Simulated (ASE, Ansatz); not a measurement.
# Random rutile alloy of IrO2 and SiO2 (96 atoms): a single point, part 2 of 2

What does DFT give for random rutile alloy of IrO2 and SiO2 (96 atoms) as built?

Ansatz 0.2.0; Kohn-Sham DFT, PBE, PAW (set soft_2), plane waves.

The cell: 12 Si, 64 O and 20 Ir. The host structure and its lattice constant were typed by rule, without a check against the phase diagram. The main run has no spin polarisation. Spin–orbit coupling is left out.

So far: The structure; Plane-wave single point.

## (2) Plane-wave single point (continued)

Valence density in the ab plane at fractional z = 0.001, with atoms of Si and O and Ir within 0.2 Å of it. It is the smooth field of the valence electrons, not physical close to the nuclei.

Ten even steps from '_' (0.0 e/Å³) to '@' (9.0 e/Å³), each cell a mean:
```
____________________::**@@%%==____________________
________________......::====..__________......____
______________..==++::....______________--**==..__
______________::**##--________________..==##++..__
______________..====..__________________::==--____
__________________________________________________
______::--..__________________..--::..____________
____::**##--__________________--##**::____________
____..++**--__________________--**++..____________
______..::..__________::--::....::..______________
____________________::++%%**::____________________
____________________--%%@@@@==____________________
____________________::++%%##--____________________
______________..::....::----..__________......____
______________--**==..________________..==++--..__
______________--##++..________________..++##==..__
______________..--::____________________::==::____
__________________________________________________
______....______________________....______________
____::++==..__________________--**==..____________
____--****::________________..==##++..____________
____::----..__________..::....::==--______________
______..____________..==##++::....________________
____________________::##@@@@==..__________________
```
Columns run along a (8.8 Å), rows up along b (8.8 Å). Atoms in or near the plane, at fractional coordinates: Si at (0.02, 0.02), O at (0.15, 0.14), O at (0.34, 0.36), Si at (0.00, 0.49), O at (0.16, 0.66), O at (0.35, 0.85), Ir at (0.50, 0.00), O at (0.65, 0.14), O at (0.84, 0.35), Ir at (0.49, 0.51), O at (0.66, 0.66), O at (0.85, 0.85).

Mean Löwdin charges: Ir +1.46, O -0.66, Si +1.48 e (they miss 0.62 % of the electrons, so they add up to more than the cell's charge). Within 0.4 eV of the Fermi level the largest share is Ir d (56 % of the projected weight).

## (3) Structure statistics

These statistics describe the geometry on which the runs were made.

Density 9.49 g/cm³, 9.491 Å³ an atom.

Pair distribution functions g(r), in bins of 0.2 Å:

```tsv
r (Å)	total	O-O	O-Ir	O-Si	Ir-Ir	Ir-Si	Si-Si
1.50	0.03	0.00	0.00	0.19	0.00	0.00	0.00
1.70	0.65	0.00	1.21	1.87	0.00	0.00	0.00
1.90	2.80	0.00	6.86	5.37	0.00	0.00	0.00
2.10	0.69	0.00	1.33	1.90	0.00	0.00	0.00
2.30	0.27	0.56	0.00	0.10	0.00	0.00	0.00
2.50	0.73	1.64	0.00	0.00	0.00	0.00	0.00
2.70	1.88	4.21	0.00	0.00	0.00	0.20	0.00
2.90	0.98	1.75	0.00	0.00	1.91	1.76	1.77
3.10	0.66	1.08	0.23	0.19	0.75	0.64	1.00
3.30	1.23	0.41	1.58	1.82	3.09	2.85	1.39
3.50	1.25	0.04	1.71	1.44	4.62	4.26	6.20
3.70	0.60	0.52	0.70	0.93	0.00	0.45	0.00
3.90	1.12	0.62	1.90	1.92	0.00	0.00	0.00
4.10	0.45	0.16	0.86	0.77	0.10	0.09	0.29
4.30	1.20	1.41	1.00	0.88	1.18	1.68	0.82
4.50	1.55	1.13	2.09	2.22	0.99	0.76	0.76
4.70	1.05	1.68	0.69	0.65	0.00	0.00	0.24
4.90	0.70	1.54	0.02	0.08	0.00	0.00	0.00
5.10	0.91	1.13	0.76	0.75	0.75	0.57	0.75
5.30	1.40	1.23	1.19	0.99	3.16	3.06	3.58
5.50	1.25	1.11	0.97	1.29	2.54	2.42	2.35
5.70	0.77	0.45	1.35	1.13	0.00	0.09	0.15
5.90	0.55	0.24	0.89	0.82	0.57	0.56	0.28
6.10	0.46	0.57	0.22	0.38	0.63	0.77	0.67
6.30	1.02	1.43	0.82	0.60	0.50	0.57	0.52
6.50	1.04	0.59	1.68	1.88	0.04	0.00	0.00
6.70	1.38	1.44	1.54	1.54	0.40	0.60	0.56
6.90	1.71	1.96	1.41	1.30	2.06	2.24	1.58
```

Bonds by pair of elements; cutoffs follow the first minimum of g(r), held within bounds set by covalent radii, and pairs that aren't listed don't count as bonded:

```tsv
pair A-B	cutoff (Å)	bonds	mean length (Å)	spread (Å)	shortest (Å)	B about A	A about B
O-Ir	2.52	120	1.91	0.097	1.67	1.88	6
O-Si	2.16	71	1.91	0.112	1.6	1.11	5.92
```

The cutoff for O-Si falls short of the minimum of g(r), so counts run low and odd coordinations can be artefacts.

How many atoms have how many bonded neighbours:

```tsv
element	mean	2	3	5	6
Ir	6	0	0	0	20
O	2.98	1	63	0	0
Si	5.92	0	0	1	11
```

Bond angles (no mean is given where the spread exceeds 20°):

```tsv
angle	count	mean (°)	spread (°)
O-Ir-O	300	-	-
O-Si-O	175	-	-
Ir-O-Si	87	120	13.5
Ir-O-Ir	76	120	13.4
Si-O-Si	27	119	12.3
```

Oxygen atoms by the number of network formers (Si, P, Ge, B, Al, As, Ga) bound to them:

```tsv
network formers bound to O	O atoms	per cent
0	16	25
1	29	45.3
2	15	23.4
3	4	6.2
```

Network units: each former by its oxygen neighbours and how many of them bridge to another former:

```tsv
former	O neighbours	bridging O	atoms
Si	5	4	1
Si	6	2	2
Si	6	3	4
Si	6	4	3
Si	6	5	2
```

Bond length by coordination (bonds to H left out):

```tsv
element	coordination	atoms	mean bond length (Å)
O	2	1	1.85
O	3	63	1.91
Si	5	1	1.88
Si	6	11	1.91
```

Rings of the network by King's shortest-path rule, up to 12 atoms, one path for each pair of neighbours; H, halogens, alkali and alkaline-earth atoms are left out, and the last column divides by all other atoms, bonded or not:

```tsv
ring size (atoms)	rings	per network atom
4	32	0.333
6	124	1.29
8	94	0.979
10	2	0.021
```

For some of the pairs, g(r) has its first main peak near 2.71 Å (O-O), 1.89 Å (O-Ir) and 1.88 Å (O-Si). Counting bonds to Si alone, not to Ir, 23 % of the oxygens join two of these atoms and 45 % one; 6 % join three; 25 % join none. The commonest Si unit has 6 oxygens, 3 of them shared with other formers (4 of 12 atoms). Rings of 6 atoms are the most common (49 % of those counted); sizes run from 4 to 10.

A closer look about Ir61, which bears the longest force: 10 atoms, nearest first, numbered in the order of the input, with positions taken from that point.

```tsv
atom	x	y	z	distance (Å)	bonds	Löwdin charge (e)	Fx	Fy	Fz (eV/Å)
Ir61	0.00	0.00	0.00	0.00	6	1.64	2.94	-10.94	5.58
O12	-0.79	0.60	-1.35	1.67	3	-0.55	-4.54	4.62	-10.79
O63	1.27	1.14	0.01	1.70	3	-0.62	5.96	6.39	2.06
O18	-0.85	0.66	1.48	1.83	3	-0.59	1.58	-1.89	3.35
O83	0.89	-0.89	-1.43	1.90	3	-0.70	1.72	-1.69	-3.65
O40	-1.29	-1.42	-0.09	1.92	3	-0.72	-2.23	-3.02	-0.15
O89	1.01	-0.95	1.55	2.08	3	-0.70	1.30	-2.72	-1.74
Si55	0.08	-0.21	-2.96	2.97	6	1.47	-0.14	-0.93	0.55
Ir67	0.09	-0.29	3.05	3.06	6	1.30	-2.04	2.26	0.41
Ir8	-2.13	1.95	-1.53	3.27	6	1.35	-2.26	0.54	11.98
```

The column of bonds counts only the pairs O-Ir within 2.52 Å, O-Si within 2.16 Å; other neighbours, such as metal atoms beside each other in a compound, aren't counted, and periodic images can show an atom twice.

## (4) Outcome

| Quantity | Value |
| --- | --- |
| free energy per atom | -2943.6662 eV/atom |
| density | 9.486 g/cm³ |
| pressure | 30.11 GPa |
| r.m.s. force component | 3.159 eV/Å |
| wall time of the 1 DFT run | 45 s |

**Reading.** 9 levels are partly filled, by over 2 % (on the run's k-points): no clear gap opens at this level.

Caveats: The geometry was built by rule, was displaced at random and isn't relaxed at this level: its force components are 3.2 eV/Å r.m.s. The stress is far from hydrostatic: its diagonal is 26.4, 25.7, 38.2 GPa, compression counted positive. The pressure of 30 GPa belongs to a cell and atoms that aren't relaxed at this level.

[Logs are printed without paths, hosts, clocks, repeated set-up lines and the standing remarks that a program may print on its own settings, such as how far it seeks lower states.]

[Hosts, paths, dates, database ids (printed as entryN), source tags and the programs' standing remarks are cut or masked in the printed files.]
